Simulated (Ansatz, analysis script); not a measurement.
## Stoner picture of Osmium

Is Osmium magnetic, nearly magnetic or plainly paramagnetic? E(M) and M(B) tell.

Calculated with Ansatz 0.2.0; PBE, PAW (harder files).

## 1. Set-up

It takes space group P6_3/mmc (No. 194, hexagonal). The conventional cell has a = 2.734 Å, b = 2.734 Å, c = 4.320 Å, α = 90.00°, β = 90.00°, γ = 120.00°. Os has 12 Os at 2.68 to 2.73 Å nearest.

Coordinates:

```cif
data_structure
_symmetry_space_group_name_H-M 'P 1'
_symmetry_Int_Tables_number 1
_cell_length_a 2.7341
_cell_length_b 2.7341
_cell_length_c 4.3197
_cell_angle_alpha 90.000
_cell_angle_beta 90.000
_cell_angle_gamma 120.000
_cell_volume 27.96
loop_
_atom_site_label
_atom_site_type_symbol
_atom_site_fract_x
_atom_site_fract_y
_atom_site_fract_z
_atom_site_occupancy
Os1 Os 0.33333 0.66667 0.25000 1
Os2 Os 0.66667 0.33333 0.75000 1
```

The cell of this run holds 2 atoms, 2 of them with a starting moment; values «a cell» refer to the cell of the run in question.

## 2. The collinear state

A collinear run comes first: it shows whether moments survive, and how large they are.

Input file input.yaml:

```yaml
crystal:
  lattice:
    - [2.7341, 0.0, 0.0]
    - [-1.36705, 2.3678000565, 0.0]
    - [0.0, 0.0, 4.3197]
  atoms:
    - { symbol: Os, position: [0.3333333333, 0.6666666667, 0.25], spin: 1.0 }
    - { symbol: Os, position: [0.6666666667, 0.3333333333, 0.75], spin: 1.0 }
magnetization:
  spin_polarized: true
kpoints:
  mp_grid: { grid: [11, 11, 6] }
hamiltonian:
  xc: pbe
  pseudopotentials: { kind: paw, source: ansatz }
scf:
  occupations: { method: fermi_dirac, width: 0.05 }
  max_iter: 120
  convergence: { dr2_threshold: 1.0e-08 }
output:
  write_density: true
  write_potential: true
  elf: true
  volumetric_format: npy
```

On the command line:

```
> ansatz run input.yaml --threads 2 --pin off --max-ram 5120MiB --backend cpu --events-out ev --progress --plain --runs-dir out
```

Numbers of over 12 decimals in the logs are rounded to 6 here.

The program printed:

```text
Engine: ansatz 0.2.0, aarch64-unknown-linux-gnu
Pseudopotentials: kind: paw
Pseudopotential: Os, paw, valence charge 16, recommended cutoff 480 eV (normal), Os.paw.azcp
Functional definition: PBE
  parameter kappa = 0.804
  parameter beta = 0.066725
  exchange = pbe_x(kappa = kappa, mu = beta*pi^2/3)
  correlation = pbe_c(beta = beta)
Crystal: 2 atoms, lattice volume = 27.965 Å³
Basis set: ecut = 480 eV, 687 PW (Γ)
Bands: 21, of which v1, the nominal top of the filled ones, is band 16 counted from 1 (15 counted from 0)
Symmetry: 24 space group operations
Space group: P63/mmc (ITA 194), of the structure as read, at distance tolerance 3.0e-5 Å
Magnetic group: BNS 194.263 (UNI 1493), of the structure as read, at distance tolerance 3.0e-5 Å
k-points: 64 of 726
Non-local potential: Os, projectors of the file, l = 0: 3, l = 1: 3, l = 2: 2
PAW form: soft (Blöchl's): semilocal exchange-correlation on the pseudo side does not see the compensation charge
PAW one-centre angular grid: Os, 590 points (default); XC on 64 Gauss nodes
Initial density: superposition of atomic densities (chi_scale 0.1, normalization cell)
Starting moments: Σ|m| = 2 μB on 2 of 2 sites
Initial wavefunctions: pseudopotential atomic-orbital guess
Functional: x = pbe(κ = 0.804, μ = 0.219515), c = pbe(β = 0.066725)
iter 1 solved again at ethr=2.25e-3 eV; its pass at ethr=3.10e-3 eV (dr2=7.18e-1 eV) is discarded
SCF iter   1: F=—  HF=-22938.297395 eV  |F-HF|=—  |Δ(HF+E_count)|=         —  Δρ=6.32e-2 (↑6.32e-2 ↓3.40e-2)  dr2=7.20e-1  dr2_m=4.55e-1  M=0.206 μB ∫|m|=0.210 μB  β_m=0.30  ethr=2.25e-3  ⟨swp⟩=1.0  Hψ=16423  notcnv=0
Mixer restart at iter 1: flushing history
preconditioner: auto → none  [metal: Δε(μ)=0.007 eV  Ē_g=8.487 eV  σ=0.050 eV  W_gap=0.03  n_scr=8 (ndim 8)  ℏωp=28.1 eV  f_vac=0.000  D(μ)=1.95/eV (n_scr^D=22)  sad-step TF]
SCF iter   2: F=—  HF=-22938.130834 eV  |F-HF|=—  |Δ(HF+E_count)|=   1.67e-1  Δρ=4.59e-2 (↑4.59e-2 ↓2.53e-2)  dr2=3.59e-1  dr2_m=2.46e-1  M=0.143 μB ∫|m|=0.146 μB  β_m=0.65  ethr=2.25e-3  ⟨swp⟩=2.0  Hψ=3108  notcnv=0
SCF iter   3: F=—  HF=-22937.965071 eV  |F-HF|=—  |Δ(HF+E_count)|=   1.66e-1  Δρ=3.03e-3 (↑3.03e-3 ↓1.80e-3)  dr2=3.78e-3  dr2_m=4.20e-4  M=0.007 μB ∫|m|=0.010 μB  β_m=0.71  ethr=1.12e-3  ⟨swp⟩=2.0  Hψ=4607  notcnv=0
SCF iter   4: F=—  HF=-22937.965604 eV  |F-HF|=—  |Δ(HF+E_count)|=   5.33e-4  Δρ=7.24e-4 (↑7.24e-4 ↓5.29e-4)  dr2=1.65e-4  dr2_m=2.03e-5  M=-0.000 μB ∫|m|=0.002 μB  β_m=0.72  ethr=1.18e-5  ⟨swp⟩=2.4  Hψ=4905  notcnv=0
SCF iter   5: F=—  HF=-22937.966136 eV  |F-HF|=—  |Δ(HF+E_count)|=   5.33e-4  Δρ=1.87e-4 (↑9.13e-5 ↓1.87e-4)  dr2=1.04e-5  dr2_m=1.48e-6  M=0.000 μB ∫|m|=0.001 μB  β_m=0.86  ethr=5.16e-7  ⟨swp⟩=2.0  Hψ=4747  notcnv=0
SCF iter   6: F=—  HF=-22937.966164 eV  |F-HF|=—  |Δ(HF+E_count)|=   2.72e-5  Δρ=2.66e-5 (↑1.25e-5 ↓2.66e-5)  dr2=2.45e-7  dr2_m=4.16e-8  M=0.000 μB ∫|m|=0.000 μB  β_m=0.88  ethr=3.25e-8  ⟨swp⟩=2.4  Hψ=4260  notcnv=0
SCF iter   7: F=—  HF=-22937.966164 eV  |F-HF|=—  |Δ(HF+E_count)|=   2.90e-7  Δρ=3.69e-6 (↑2.31e-6 ↓3.69e-6)  dr2=3.39e-9  dr2_m=1.41e-9  M=0.000 μB ∫|m|=0.000 μB  β_m=0.85  ethr=7.67e-10  ⟨swp⟩=2.4  Hψ=4427  notcnv=0
SCF iter   8: F=—  HF=-22937.966164 eV  |F-HF|=—  |Δ(HF+E_count)|=   1.66e-9  Δρ=8.95e-7 (↑8.95e-7 ↓4.68e-7)  dr2=9.48e-11  dr2_m=9.30e-11  M=0.000 μB ∫|m|=0.000 μB  β_m=0.93  ethr=1.06e-11  ⟨swp⟩=2.3  Hψ=4552  notcnv=0
SCF iter   9: F=-22937.966164 eV  HF=-22937.966164 eV  |F-HF|=1.09e-11  |Δ(HF+E_count)|=  2.62e-10  Δρ=9.05e-8 (↑9.05e-8 ↓5.36e-8)  dr2=1.65e-12  dr2_m=7.47e-13  M=0.000 μB ∫|m|=0.000 μB  ethr=1.00e-12  ⟨swp⟩=1.9  Hψ=7717  notcnv=0
SCF 1 converged in 9 iterations: F = -22937.966164 eV  dr2 = 1.65e-12
  greatest PAW one-centre occupation: 0.998 electrons in one spin orbital (limit 2), on the Os atom at site 1 (counted from 0), in its partial waves of l = 0
WARN: the starting moments were not kept: the SCF closed with an absolute magnetisation of 8.8e-7 μB, where they sum to 2 μB in size (2 sites). That is at most 0.1 of that sum. Measured as dr2_m measures the in/out step, that magnetisation stands 1.1e-13 eV from none, at or under the dr2_threshold of 1.0e-8 eV: it is no larger than a step whose dr2_m would equal this threshold. The system may hold no moment; this SCF [...]
SCF converged after 9 iterations
Magnetization: 0.0000 μB (16.0000 up, 16.0000 down)
Absolute magnetization: 0.0000 μB (∫|ρ↑−ρ↓|, with the PAW one-centre terms)
Spin contamination: 0.0000 ħ² per cell (⟨S²⟩ above its minimum at these occupations)
Per-site moments (μB) at R_I (Å): [(1.9177827728369003e-7, 1.103522), (1.9177827727411835e-7, 1.103522)]
Free energy (F): -22937.966164 eV
Harris-Foulkes:  -22937.966164 eV  (|F-HF|=1.09e-11)
Internal energy: -22937.953006 eV  (E = F + TS)
E sigma→0 (E₀):  -22937.959585 eV
Entropy (-TS):   -0.013158 eV (-6.579 meV/atom)
Fermi energy:    26.623797 eV
--- Per-component energies (eV) ---
  E_band       = -108.912748
  E_kinetic    = 1374.180190
  E_local      = -1492.534170  (includes V_loc(G=0)·N_el)
  E_nonlocal   = -346.667633
  E_hartree    = 570.427462
  E_xc         = -840.456522
  E_vxc        = -649.263906  (∫ρ·V_xc dr)
  E_paw        = -17784.322051  (= ΣΔE_a)
  E_vpaw       = -135.482198  (= ΣTr[D̂ρ^β])
  E_aug_tail   = 0.000000  (compensation charges beyond the density's cutoff)
  E_ewald      = -4418.580283
  E_smearing   = -0.013158  (= −TS)
  E_closure    = 0.000000  (closes the sum)
  Σ components = -22937.966164   (vs F -22937.966164, Δ=0.00e0)
--- Band table (eV; the first three rows and the last of 128) ---
  k-point 0 ↑: bands = [... 12 lower, 23.8674, 24.4584, 24.4584, 25.1071, 25.1071, 26.6897, 28.3675, 28.3675, ... 1 higher]
  k-point 1 ↑: bands = [... 12 lower, 23.6710, 24.2416, 24.2416, 25.5936, 25.5936, 25.6597, 28.3998, 28.3998, ... 1 higher]
  k-point 2 ↑: bands = [... 12 lower, 23.2934, 23.7942, 23.7942, 23.9395, 26.5812, 26.5812, 28.2330, 28.2330, ... 1 higher]
  k-point 63 ↓: bands = [... 12 lower, 23.2175, 23.2175, 25.3734, 25.3734, 28.4043, 28.4043, 34.3575, 34.3575, ... 1 higher]
```

Wall time 3.4 s (2 threads of Arm Neoverse V1, shared host); peak memory 0.31 GiB; 6.5 s of CPU time.

The spin moment in the atom's sphere vanishes on all atoms.

Tables count atoms from 1; parts of the log count from 0.

The run ends non-magnetic, with a net moment of 0 μB a cell. The run left the order that was typed.

Valence density in the ac plane at fractional y = 0.333, with atoms of Os within 0.2 Å of it. It is the smooth field of the valence electrons, not physical close to the nuclei.

Values in e/Å³, 22 rows by 14 columns:
```
0.4 0.4 0.3 0.3 0.4 0.5 0.6 0.8 1.1 1.3 1.3 1.0 0.7 0.5
0.5 0.4 0.3 0.4 0.4 0.6 1.0 1.8 2.7 3.3 3.1 2.4 1.5 0.8
0.7 0.5 0.4 0.4 0.5 0.9 1.9 3.6 5.2 5.9 5.7 4.7 3.0 1.5
1.0 0.5 0.4 0.4 0.6 1.3 3.0 5.4 6.4 6.0 6.2 6.3 4.6 2.3
1.2 0.6 0.5 0.5 0.7 1.6 3.8 6.1 5.7 3.7 4.2 6.2 5.5 2.9
1.2 0.6 0.5 0.5 0.7 1.6 3.8 6.1 5.7 3.7 4.2 6.2 5.5 2.9
1.0 0.5 0.4 0.4 0.6 1.3 3.0 5.4 6.4 6.0 6.2 6.3 4.6 2.3
0.7 0.5 0.4 0.4 0.5 0.9 1.9 3.6 5.2 5.9 5.7 4.7 3.0 1.5
0.5 0.4 0.3 0.4 0.4 0.6 1.0 1.8 2.7 3.3 3.1 2.4 1.5 0.8
0.4 0.4 0.3 0.3 0.4 0.5 0.6 0.8 1.1 1.3 1.3 1.0 0.7 0.5
0.4 0.4 0.4 0.4 0.4 0.4 0.5 0.5 0.6 0.6 0.6 0.5 0.5 0.4
0.4 0.4 0.4 0.4 0.4 0.4 0.4 0.4 0.4 0.4 0.4 0.4 0.4 0.4
0.5 0.6 0.6 0.6 0.6 0.5 0.4 0.4 0.4 0.4 0.4 0.4 0.4 0.5
0.7 0.9 1.1 1.1 0.9 0.7 0.5 0.4 0.4 0.3 0.3 0.4 0.4 0.5
1.0 1.4 1.7 1.7 1.4 0.9 0.6 0.4 0.4 0.3 0.3 0.4 0.5 0.6
1.2 1.8 2.2 2.1 1.7 1.1 0.7 0.5 0.4 0.3 0.4 0.4 0.5 0.7
1.2 1.8 2.2 2.1 1.7 1.1 0.7 0.5 0.4 0.3 0.4 0.4 0.5 0.7
1.0 1.4 1.7 1.7 1.4 0.9 0.6 0.4 0.4 0.3 0.3 0.4 0.5 0.6
0.7 0.9 1.1 1.1 0.9 0.7 0.5 0.4 0.4 0.3 0.3 0.4 0.4 0.5
0.5 0.6 0.6 0.6 0.6 0.5 0.4 0.4 0.4 0.4 0.4 0.4 0.4 0.5
0.4 0.4 0.4 0.4 0.4 0.4 0.4 0.4 0.4 0.4 0.4 0.4 0.4 0.4
0.4 0.4 0.4 0.4 0.4 0.4 0.5 0.5 0.6 0.6 0.6 0.5 0.5 0.4
```
Columns run along a (2.7 Å), rows up along c (4.3 Å). Atoms in or near the plane, at fractional coordinates: Os at (0.67, 0.75).

ELF in the ac plane at fractional y = 0.333, with atoms of Os within 0.2 Å of it. It is the smooth field of the valence electrons, not physical close to the nuclei.

Ten even steps from '_' (0.02) to '@' (0.70):
```
============--====++++==--==
--========--==##%%%%%%%%**==
--======--==##@@@@@@@@@@@@**
====++==--++%%@@##==++%%@@##
++==++====**@@@@==____++@@%%
++==++====**@@@@==____++@@%%
====++==--++%%@@##==++%%@@##
--======--==##@@@@@@@@@@@@**
--========--==##%%%%%%%%**==
============--====++++==--==
++========++====--------==++
==--------==++++========++++
----------====++++++++++++==
--================++++====--
==++****++==--==========----
++**####**++----========----
++**####**++----========----
==++****++==--==========----
--================++++====--
----------====++++++++++++==
==--------==++++========++++
++========++====--------==++
```
Columns run along a (2.7 Å), rows up along c (4.3 Å). Atoms in or near the plane, at fractional coordinates: Os at (0.67, 0.75).

## 3. The same state on a denser mesh

Levels at the Fermi energy are partly filled, so moments and energy differences can hang on the k-mesh, and the state is solved again on a denser one.

input.yaml, the sections that differ from step 2:

```yaml
kpoints:
  mp_grid: { grid: [16, 16, 9] }
basis:
  ecutwfc: 480.0
# crystal, magnetization, hamiltonian, scf: as in step 2
# output: removed
```

The program printed:

```text
[...]
Crystal: 2 atoms, lattice volume = 27.965 Å³
Basis set: ecut = 480 eV, 687 PW (Γ)
Bands: 21, of which v1, the nominal top of the filled ones, is band 16 counted from 1 (15 counted from 0)
Symmetry: 24 space group operations
[...]
k-points: 150 of 2304
[...]
Starting moments: Σ|m| = 2 μB on 2 of 2 sites
[...]
SCF iter   9: F=-22937.985457 eV  HF=-22937.985457 eV  |F-HF|=3.64e-12  |Δ(HF+E_count)|=  6.18e-11  Δρ=4.28e-8 (↑4.28e-8 ↓3.36e-8)  dr2=4.38e-13  dr2_m=2.13e-13  M=-0.000 μB ∫|m|=0.000 μB  ethr=1.00e-12  ⟨swp⟩=1.0  Hψ=14763  notcnv=0
SCF 1 converged in 9 iterations: F = -22937.985457 eV  dr2 = 4.38e-13
[...]
SCF converged after 9 iterations
Magnetization: -0.0000 μB (16.0000 up, 16.0000 down)
Absolute magnetization: 0.0000 μB (∫|ρ↑−ρ↓|, with the PAW one-centre terms)
[...]
Per-site moments (μB) at R_I (Å): [(5.955530370331204e-9, 1.103522), (5.95553040316076e-9, 1.103522)]
Free energy (F): -22937.985457 eV
[...]
Internal energy: -22937.977364 eV  (E = F + TS)
E sigma→0 (E₀):  -22937.981411 eV
Entropy (-TS):   -0.008093 eV (-4.046 meV/atom)
Fermi energy:    26.686479 eV
[...]
```

Elapsed: 6.2 s, on 2 threads; peak memory 0.39 GiB.

The spin moment in the atom's sphere vanishes on all atoms.

The run ends non-magnetic, with a net moment of 0 μB a cell, against 0 μB on the first mesh.

## 4. Without spin

The state without spin is the zero of E(M).

input.yaml, the sections that differ from step 3:

```yaml
crystal:
  lattice:
    - [2.7341, 0.0, 0.0]
    - [-1.36705, 2.3678000565, 0.0]
    - [0.0, 0.0, 4.3197]
  atoms:
    - { symbol: Os, position: [0.3333333333, 0.6666666667, 0.25] }
    - { symbol: Os, position: [0.6666666667, 0.3333333333, 0.75] }
# kpoints, hamiltonian, scf, basis: as in step 3
# magnetization: removed
```

On the command line:

```
> ansatz run input.yaml --threads 1 --pin off --max-ram 2560MiB --backend cpu --events-out ev --progress --plain --runs-dir out
```

The program printed:

```text
[...]
Crystal: 2 atoms, lattice volume = 27.965 Å³
Basis set: ecut = 480 eV, 687 PW (Γ)
Bands: 20, of which v1, the nominal top of the filled ones, is band 16 counted from 1 (15 counted from 0)
Symmetry: 24 space group operations
[...]
k-points: 150 of 2304
[...]
SCF iter   1: F=—  HF=-22938.246133 eV  |F-HF|=—  |Δ(HF+E_count)|=         —  Δρ=5.89e-2  dr2=7.79e-1  ethr=3.10e-3  ⟨swp⟩=6.0  Hψ=13576  notcnv=0
[...]
SCF iter   7: F=-22937.985457 eV  HF=-22937.985457 eV  |F-HF|=1.82e-11  |Δ(HF+E_count)|=  5.13e-10  Δρ=1.24e-6  dr2=9.89e-11  ethr=1.79e-11  ⟨swp⟩=1.0  Hψ=8800  notcnv=0
SCF 1 converged in 7 iterations: F = -22937.985457 eV  dr2 = 9.89e-11
[...]
SCF converged after 7 iterations
Free energy (F): -22937.985457 eV
[...]
Internal energy: -22937.977364 eV  (E = F + TS)
E sigma→0 (E₀):  -22937.981411 eV
Entropy (-TS):   -0.008093 eV (-4.046 meV/atom)
Fermi energy:    26.686482 eV
[...]
```

Run time: 4.6 s. Hardware: 1 thread; peak memory 0.31 GiB.

## 5. Without spin, levels printed

Edit input.yaml of step 4 so:

```diff
@@ -19 +19,3 @@
   ecutwfc: 480.0
+output:
+  eigenvalues: true
```

The program printed:

```text
[...]
Crystal: 2 atoms, lattice volume = 27.965 Å³
Basis set: ecut = 480 eV, 687 PW (Γ)
Bands: 20, of which v1, the nominal top of the filled ones, is band 16 counted from 1 (15 counted from 0)
Symmetry: 24 space group operations
[...]
k-points: 150 of 2304
[...]
Fermi energy:    26.686482 eV
[...]
--- Band table (eV; the first three rows and the last of 150) ---
  k-point 0: bands = [... 12 lower, 23.8671, 24.4535, 24.4535, 25.1081, 25.1081, 26.6922, 28.3675, 28.3675]
  k-point 1: bands = [... 12 lower, 23.7765, 24.3516, 24.3516, 25.3428, 25.3428, 26.1874, 28.3894, 28.3894]
  k-point 2: bands = [... 12 lower, 23.5369, 24.0966, 24.0966, 25.0669, 25.8964, 25.8964, 28.3873, 28.3873]
  k-point 149: bands = [... 12 lower, 23.1637, 23.2777, 25.1470, 25.5264, 28.2918, 28.4511, 34.1526, 34.7277]
[key lines of the parts left out:]
SCF converged after 7 iterations
Free energy (F): -22937.985457 eV
```

Wall time 4.9 s (1 thread); peak memory 0.31 GiB.

## 6. Total moment fixed at 0.2 μB

Two Fermi levels, one a spin, hold the total moment exactly, which reaches states that a free run would leave.

input.yaml, the sections that differ from step 5:

```yaml
crystal:
  lattice:
    - [2.7341, 0.0, 0.0]
    - [-1.36705, 2.3678000565, 0.0]
    - [0.0, 0.0, 4.3197]
  atoms:
    - { symbol: Os, position: [0.3333333333, 0.6666666667, 0.25], spin: 0.1 }
    - { symbol: Os, position: [0.6666666667, 0.3333333333, 0.75], spin: 0.1 }
magnetization:
  spin_polarized: true
  initial_magnetization: 0.2
  spin_locking: { lock_magnetization: hard }
# kpoints, hamiltonian, scf, basis: as in step 5
# output: removed
```

The program printed:

```text
[...]
Crystal: 2 atoms, lattice volume = 27.965 Å³
Basis set: ecut = 480 eV, 687 PW (Γ)
Bands: 21, of which v1, the nominal top of the filled ones, is band 16 counted from 1 (15 counted from 0)
Symmetry: 24 space group operations
[...]
k-points: 150 of 2304
[...]
Starting moments: Σ|m| = 0.2 μB on 2 of 2 sites
[...]
SCF iter   8: F=-22937.968817 eV  HF=-22937.968817 eV  |F-HF|=3.64e-12  |Δ(HF+E_count)|=   5.93e-9  Δρ=2.82e-7 (↑2.82e-7 ↓2.22e-7)  dr2=4.23e-11  dr2_m=9.66e-13  M=0.200 μB ∫|m|=0.200 μB  ethr=5.38e-12  ⟨swp⟩=1.0  Hψ=18269  notcnv=0
SCF 1 converged in 8 iterations: F = -22937.968817 eV  dr2 = 4.23e-11
[...]
SCF converged after 8 iterations
Stability checked in part: among states of this total moment the steps that led to this state did not find it unstable. No probe was made; neither looks for a lower state of another moment (fixed_total_moment; see scf.lower_state_search)
Magnetization: 0.2000 μB (16.1000 up, 15.9000 down)
Absolute magnetization: 0.2000 μB (∫|ρ↑−ρ↓|, with the PAW one-centre terms)
[...]
Per-site moments (μB) at R_I (Å): [(0.086116, 1.103522), (0.086116, 1.103522)]
Free energy (F): -22937.968817 eV
[...]
Internal energy: -22937.959390 eV  (E = F + TS)
E sigma→0 (E₀):  -22937.964103 eV
Entropy (-TS):   -0.009428 eV (-4.714 meV/atom)
Fermi energy:    26.697060 (↑ 26.858596, ↓ 26.535525) eV
[...]
```

Elapsed: 11 s, on 1 thread; peak memory 0.38 GiB.

The energy is 16.6 meV from the state without spin, and the largest site carries 0.0861 μB.

## 7. Total moment fixed at 0.4 μB

input.yaml, the sections that differ from step 6:

```yaml
crystal:
  lattice:
    - [2.7341, 0.0, 0.0]
    - [-1.36705, 2.3678000565, 0.0]
    - [0.0, 0.0, 4.3197]
  atoms:
    - { symbol: Os, position: [0.3333333333, 0.6666666667, 0.25], spin: 0.2 }
    - { symbol: Os, position: [0.6666666667, 0.3333333333, 0.75], spin: 0.2 }
magnetization:
  spin_polarized: true
  initial_magnetization: 0.4
  spin_locking: { lock_magnetization: hard }
# kpoints, hamiltonian, scf, basis: as in step 6
```

The program printed:

```text
[...]
Crystal: 2 atoms, lattice volume = 27.965 Å³
Basis set: ecut = 480 eV, 687 PW (Γ)
Bands: 21, of which v1, the nominal top of the filled ones, is band 16 counted from 1 (15 counted from 0)
Symmetry: 24 space group operations
[...]
k-points: 150 of 2304
[...]
Starting moments: Σ|m| = 0.4 μB on 2 of 2 sites
[...]
SCF iter   9: F=-22937.923669 eV  HF=-22937.923669 eV  |F-HF|=0.00e0  |Δ(HF+E_count)|=  7.64e-11  Δρ=4.56e-8 (↑3.13e-8 ↓4.56e-8)  dr2=7.09e-13  dr2_m=2.82e-14  M=0.400 μB ∫|m|=0.400 μB  ethr=1.00e-12  ⟨swp⟩=1.0  Hψ=14524  notcnv=0
SCF 1 converged in 9 iterations: F = -22937.923669 eV  dr2 = 7.09e-13
[...]
SCF converged after 9 iterations
[...]
Magnetization: 0.4000 μB (16.2000 up, 15.8000 down)
Absolute magnetization: 0.4000 μB (∫|ρ↑−ρ↓|, with the PAW one-centre terms)
[...]
Per-site moments (μB) at R_I (Å): [(0.173837, 1.103522), (0.173837, 1.103522)]
Free energy (F): -22937.923669 eV
[...]
Internal energy: -22937.911656 eV  (E = F + TS)
E sigma→0 (E₀):  -22937.917662 eV
Entropy (-TS):   -0.012012 eV (-6.006 meV/atom)
Fermi energy:    26.704995 (↑ 26.986528, ↓ 26.423462) eV
[...]
```

It took 12 s on 1 thread; peak memory 0.38 GiB.

The energy is 61.8 meV from the state without spin, and the largest site carries 0.174 μB.

(Continued in part 2 of 2.)

[Logs and program files are shortened in this print: banners, set-up blocks, solver, clock and traceback lines can be left out without a mark of their own.]

[Logs are printed without paths, hosts, clocks, repeated set-up lines and the standing remarks that a program may print on its own settings, such as how far it seeks lower states.]

[Hosts, paths, dates, database ids (printed as entryN), source tags and the programs' standing remarks are cut or masked in the printed files.]
